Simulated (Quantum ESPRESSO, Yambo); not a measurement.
# BiOBr (P4/nmm): Bethe-Salpeter spectra with Yambo, part 4 of 4

Wanted: excitons and ε₂ of BiOBr (P4/nmm), with cost.

Quantum ESPRESSO 7.5 and Yambo 5.3.0; PBEsol and many-body steps on it, plane waves. Known limits of the many-body steps: not at the basis limit; no spin-orbit coupling; coarse k mesh; bindings not settled in the k mesh.

So far. Step 11 (Finite momentum (q 3)): The lowest state lies at 3.529 eV. Step 14 (Empty states on the mesh, 6×6×4 mesh, 79 bands): On this mesh the gap is 2.152 eV.

The database entry behind the starting cell differs from later determinations by our own check (0.1 to 0.3 % short, probably kX units), so it need not match the best structure at ambient conditions.

## 16. k mesh (6×6×4)

This step: Bethe-Salpeter equation on PBEsol with a scissors shift, plane waves, norm-conserving pseudopotentials.

Contents of bse13.in:

```
optics
bss
bse
em1s
dipoles
rim_cut
RandQpts= 1000000
RandGvec= 1 RL
Chimod= "HARTREE"
BSKmod= "SEX"
BSEmod= "resonant"
BSSmod= "d"
BSENGexx= 30 Ry
BSENGBlk= 4 Ry
% BSEQptR
 1 | 1 |
%
% BSEBands
 37 | 50 |
%
% BEnRange
 0 | 7 | eV
%
% BDmRange
 0.1 | 0.1 | eV
%
BEnSteps= 141
% BLongDir
 1 | 0 | 0 |
%
% BndsRnXs
 1 | 79 |
%
NGsBlkXs= 4 Ry
% LongDrXs
 1 | 1 | 1 |
%
% KfnQP_E
 1.517 | 1.0 | 1.0 |
%
WRbsWF
```

Launch:

```console
$ OMP_NUM_THREADS=1 mpirun -n 4 yambo -F bse13.in -J bse13 -C bse13 > bse13.log
```

What it wrote:

```text
 Yambo, version 5.3.0

 [02] CORE Variables Setup
 =========================

  [... cell, symmetries and grids as in the set-up ...]

  [02.05] Energies & Occupations
  ==============================

  [X] === General ===
  [X] Electronic Temperature                        :  0.000000  0.000000 [eV K]
  [X] Bosonic    Temperature                        :  0.000000  0.000000 [eV K]
  [X] Finite Temperature mode                       : no
  [X] El. density                                   :  0.74277E+24 [cm-3]
[...]
[08.01.04] Independent Particles properties @q1
   ===============================================

   ==========================================================

   [BSE] Exchange components :  2355
   [BSE] Correlation components :   125   483

    [08.01.05.01] Screened interaction header I/O
    =============================================

    [08.01.05.02] Main kernel loop
    ==============================

    [08.01.05.03] Wave-Function Phases
    ==================================

    [BSE] WF phases found       :  60.05952 [o/o]

   [08.01.06] BSE solver(s) @q1
   ============================

   [08.01.07] Diago Solver @q1
   ===========================

 [11] Game Over & Game summary
```

Run time: 24 min. Hardware: 4 MPI ranks of Arm Neoverse V1, shared host; peak memory 3.5 GiB; 1.6 h of CPU time.

This step gave:

```
transitions in the window                                      : 5760
direct gap of the transition levels                            : 3.795 eV
lowest state                                                   : 3.584 eV
first strong exciton (over a fiftieth of the strongest listed) : 4.089 eV
binding of the lowest state below the direct gap               : 0.2102 eV
Coulomb term of one mesh cell                                  : 0.2364 eV
```

The binding is 0.89 times the screened Coulomb term of one mesh cell (0.24 eV), so it is not shown settled.

The lowest state lies at 3.584 eV, 0.210 eV under the direct gap.

The ε₂ has structure finer than the step of the table below, so its rows give means over 0.2 eV, whole bins alone (the curve runs from 0 to 7 eV). Peaks (eV: height): BSE 4.80: 21.3, 5.25: 18.9, 5.60: 15.6; no electron-hole interaction 5.20: 11.3, 6.40: 16.0.

Field along x; broadening 0.1 eV; transition window only. Limits: finite bands, cutoff and mesh; no spin-orbit coupling; exciton not shown settled in the k mesh. Table of ε₂ by photon energy; means over each step:

| photon energy (eV) | BSE | no electron-hole interaction |
| --- | --- | --- |
| 0.2 | 0.0425 | 0.0321 |
| 0.4 | 0.0461 | 0.0344 |
| 0.6 | 0.0502 | 0.0370 |
| 0.8 | 0.0548 | 0.0400 |
| 1.0 | 0.0602 | 0.0433 |
| 1.2 | 0.0664 | 0.0470 |
| 1.4 | 0.0737 | 0.0513 |
| 1.6 | 0.0822 | 0.0562 |
| 1.8 | 0.0924 | 0.0619 |
| 2.0 | 0.105 | 0.0685 |
| 2.2 | 0.120 | 0.0763 |
| 2.4 | 0.139 | 0.0856 |
| 2.6 | 0.163 | 0.0969 |
| 2.8 | 0.194 | 0.111 |
| 3.0 | 0.236 | 0.128 |
| 3.2 | 0.297 | 0.151 |
| 3.4 | 0.389 | 0.181 |
| 3.6 | 0.549 | 0.224 |
| 3.8 | 0.915 | 0.292 |
| 4.0 | 2.37 | 0.426 |
| 4.2 | 3.70 | 0.884 |
| 4.4 | 5.60 | 1.56 |
| 4.6 | 13.3 | 1.94 |
| 4.8 | 18.8 | 3.69 |
| 5.0 | 12.7 | 5.91 |
| 5.2 | 16.7 | 10.2 |
| 5.4 | 15.1 | 9.59 |
| 5.6 | 14.6 | 11.2 |
| 5.8 | 13.8 | 11.7 |
| 6.0 | 13.3 | 12.2 |
| 6.2 | 9.21 | 15.1 |
| 6.4 | 6.87 | 15.8 |
| 6.6 | 5.65 | 14.8 |
| 6.8 | 3.65 | 12.6 |

The window of bands is narrower than in the first exciton run, so this row is not like for like with it.

## 17. The runs together

Times are wall times on 4 MPI ranks of Arm Neoverse V1, shared host, good to a factor of about two.

| run | mesh | transitions | broadening (eV) | direct gap (eV) | lowest state (eV) | binding (eV) | mesh cell's term (eV) | tallest peak (eV) | height | time |
| --- | --- | --- | --- | --- | --- | --- | --- | --- | --- | --- |
| excitons | 4×4×2 | 2304 | 0.1 | 3.795 | 3.477 | 0.317 | 0.378 | 5.20 | 23.9 | 3.3 min |
| levels from G0W0 | 4×4×2 | 1280 | 0.1 | 3.794 | 3.467 | 0.328 | 0.378 | 4.60 | 22.5 | 23 s |
| triplet (no exchange term) | 4×4×2 | 1280 | 0.1 | 3.795 | 3.459 | 0.335 | 0.378 | - | - | 21 s |
| field along z | 4×4×2 | 2304 | 0.1 | 3.795 | - | - | - | 5.30 | 12.7 | 42 s |
| beyond Tamm-Dancoff | 4×4×2 | 1280 | 0.1 | 3.795 | 3.477 | 0.318 | 0.378 | 5.20 | 20.3 | 97 s |
| finite momentum (q 2) | 4×4×2 | 640 | 0.1 | - | 3.683 | - | - | 5.75 | 7.45 | 8.1 s |
| finite momentum (q 3) | 4×4×2 | 640 | 0.1 | - | 3.529 | - | - | 5.75 | 10.6 | 11 s |
| RPA with local fields (no direct term) | 4×4×2 | 2304 | 0.1 | 3.795 | - | - | - | 6.50 | 17.2 | 9.9 s |
| k mesh (6×6×4) | 6×6×4 | 5760 | 0.1 | 3.795 | 3.584 | 0.210 | 0.236 | 4.80 | 21.3 | 24 min |

## 18. Summary of results

```json
{
  "excitons": "lowest state 3.477 eV (not settled in the k mesh)",
  "levels from G0W0": "lowest state 3.467 eV (not settled in the k mesh)",
  "triplet (no exchange term)": "lowest state 3.459 eV (not settled in the k mesh)",
  "field along z": "tallest peak 5.3 eV",
  "beyond Tamm-Dancoff": "lowest state 3.477 eV (not settled in the k mesh)",
  "finite momentum (q 2)": "lowest state 3.683 eV (not settled in the k mesh)",
  "finite momentum (q 3)": "lowest state 3.529 eV (not settled in the k mesh)",
  "RPA with local fields (no direct term)": "tallest peak 6.5 eV",
  "k mesh (6×6×4)": "lowest state 3.584 eV (not settled in the k mesh)"
}
```

What this shows: On the 4×4×2 mesh the lowest exciton lies at 3.477 eV, 0.317 eV below the direct gap; one cell of the mesh carries a screened Coulomb term of 0.38 eV by a cubic estimate, rough for this lattice, so this binding is not shown settled. That state is dark or weak; the first strong one lies at 4.105 eV. Bindings below are those of the lowest state. Levels from G0W0, against «excitons (4×4×2)»: the lowest state moves by −0.010 eV (keys changed: BSEBands, KfnQP_E, BEnSteps, BEnRange and the band window). Triplet (no exchange term), against «excitons (4×4×2)»: the lowest state moves by −0.018 eV (keys changed: BSEBands, BSENGexx, BEnSteps, BEnRange and the band window). Triplets are dark. Field along z, against «excitons (4×4×2)»: the tallest peak goes from 5.20 eV to 5.30 eV (keys changed: BSSmod, BLongDir and BSHayTrs). Beyond Tamm-Dancoff, against «excitons (4×4×2)»: the lowest state stays within 0.01 eV (keys changed: BSEBands, BSEmod, BEnSteps, BEnRange and the band window). Finite momentum (q 2), against «excitons (4×4×2)»: the lowest state moves by +0.205 eV (keys changed: BSEBands, BSEQptR, BEnSteps, BEnRange and the band window). Finite momentum (q 3), against «excitons (4×4×2)»: the lowest state moves by +0.052 eV (keys changed: BSEBands, BSEQptR, BEnSteps, BEnRange and the band window). RPA with local fields (no direct term), against «excitons (4×4×2)»: the tallest peak goes from 5.20 eV to 6.50 eV (keys changed: BSKmod, BSSmod and BSHayTrs). k mesh (6×6×4), against «excitons (4×4×2)»: the lowest state moves by +0.107 eV (keys changed: BndsRnXs, NGsBlkXs, BSEBands, BSENGBlk, BEnSteps, BEnRange, the mesh and the band window). A rigid shift treats all transitions alike. In the G0W0 table the openings from the upper filled bands to the empty bands at the same k run from +0.39 to +2.54 eV (median +1.90), where the shift is +1.52 eV, so peaks stand off by such differences. Lines within a few meV of each other can be one level split by numerical noise, or distinct levels. Screening is static and electronic alone, and only transitions inside the band window count. The 4×4×2 mesh is coarse for this cell, which bears on the long-range parts of exchange and screening. Where an edge is built on 6p states of lead, bismuth or thallium, scalar-relativistic gaps usually stand too wide, by a few tenths to over one eV. The many-body steps are scalar-relativistic: spin-orbit coupling is not in them.

[Paths, hosts, dates, memory and timing lines, banners, echoed tables and standing remarks are left out of the program output.]

[Logs are printed without paths, hosts, clocks, repeated set-up lines and the standing remarks that a program may print on its own settings, such as how far it seeks lower states.]

[Runs of the session that timed out or met a known fault of the program may be left out.]

[Hosts, paths, dates, database ids (printed as entryN), source tags and the programs' standing remarks are cut or masked in the printed files.]
